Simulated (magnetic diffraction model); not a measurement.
**Solving a magnetic structure from powder neutron data: Cd₂CoWS₆**

Space group Fm-3m (no. 225), a = 9.2590 Å.

| site | atom | x | y | z |
| --- | --- | --- | --- | --- |
| 4b | W | 1/2 | 0 | 0 |
| 8c | Cd | 1/4 | 1/4 | 3/4 |
| 4a | Co | 0 | 0 | 0 |
| 24e | S | 0 | 0 | 0.7437 |

This is a made-up structure (elements placed in a structure type, unrelaxed), so the numbers test the method and describe no known phase.

Only Co is taken to order (form factors of Co2+); orders and moment sizes are assumed, and not adapted to the symmetry. Radiation: neutrons of λ = 2.41 Å (absorption by Cd left out), 3° to 90°; isotropic B of 0.15 Å² (W), 0.22 Å² (Cd), 0.24 Å² (Co) and 0.34 Å² (S). Simulated constant-wavelength pattern: nuclear and magnetic terms add, the magnetic one as |2.695 fm × Σ f S⊥ exp(2πi Q·r) exp(−B s²)|², summed over all Q at one angle with the factor 1/(sin²θ cos θ). For collinear order S is the moment m, which repeats by lattice and centring translations R with the sign exp(−2πi k·R). Free-ion form factors, Sears's scattering lengths of 1992, no absorption; a label names one of the reflections at its angle. The strongest nuclear line in the range is 100, and lines under 0.2 are left out.

Above the ordering temperature:

```
2θ (°)    index      I
 26.05  (1 1 1)    5.1
 30.17  (2 0 0)    3.4
 43.20  (2 2 0)   42.1
 51.14  (3 1 1)    2.2
 53.59  (2 2 2)   55.2
 62.74  (4 0 0)  100.0
 69.12  (3 3 1)    0.5
 71.19  (4 2 0)    3.0
 79.22  (4 2 2)   33.0
 85.10  (5 1 1)    3.7
```

Below it (cell unchanged):

```
2θ (°)      I
 26.05   20.8
 30.17   11.9
 43.20   49.2
 51.14   11.4
 53.59   57.9
 62.74  101.3
 69.12    4.5
 71.19    6.7
 79.22   35.7
 85.10    6.6
```

**Question.** Find the propagation vector, then choose among these models:
A. collinear moments along [100], 2.63 μB on Co
B. collinear moments along [001], 2.63 μB on Co
C. collinear moments along [110], 2.63 μB on Co

No line moves, and magnetic intensity falls on nuclear lines such as the one at 26.05°, so the magnetic cell equals the chemical primitive cell: k = 0.

Magnetic intensity, observed (below minus above) and for each model:

| 2θ (°) | index | observed | A | B | C |
| --- | --- | --- | --- | --- | --- |
| 43.20 | (2 2 0) | 7.1 | 7.1 | 7.1 | 7.1 |
| 51.14 | (3 1 1) | 9.2 | 9.2 | 9.2 | 9.2 |
| 53.59 | (2 2 2) | 2.7 | 2.7 | 2.7 | 2.7 |
| 62.74 | (4 0 0) | 1.3 | 1.3 | 1.3 | 1.3 |
| 69.12 | (3 3 1) | 4.0 | 4.0 | 4.0 | 4.0 |
| 71.19 | (4 2 0) | 3.6 | 3.6 | 3.6 | 3.6 |
| 79.22 | (4 2 2) | 2.7 | 2.7 | 2.7 | 2.7 |
| 85.10 | (5 1 1) | 2.9 | 2.9 | 2.9 | 2.9 |

Models A, B and C match alike on every line, so these data can't choose among them (such ties are often domains of one structure): a powder sees only the angle between collinear moments and the unique axis of a uniaxial spin configuration, and no direction at all where the configuration is cubic.

The structure used: k = (0 0 0), collinear moments along [001], 2.63 μB on Co.

[Logs are printed without paths, hosts, clocks, repeated set-up lines and the standing remarks that a program may print on its own settings, such as how far it seeks lower states.]
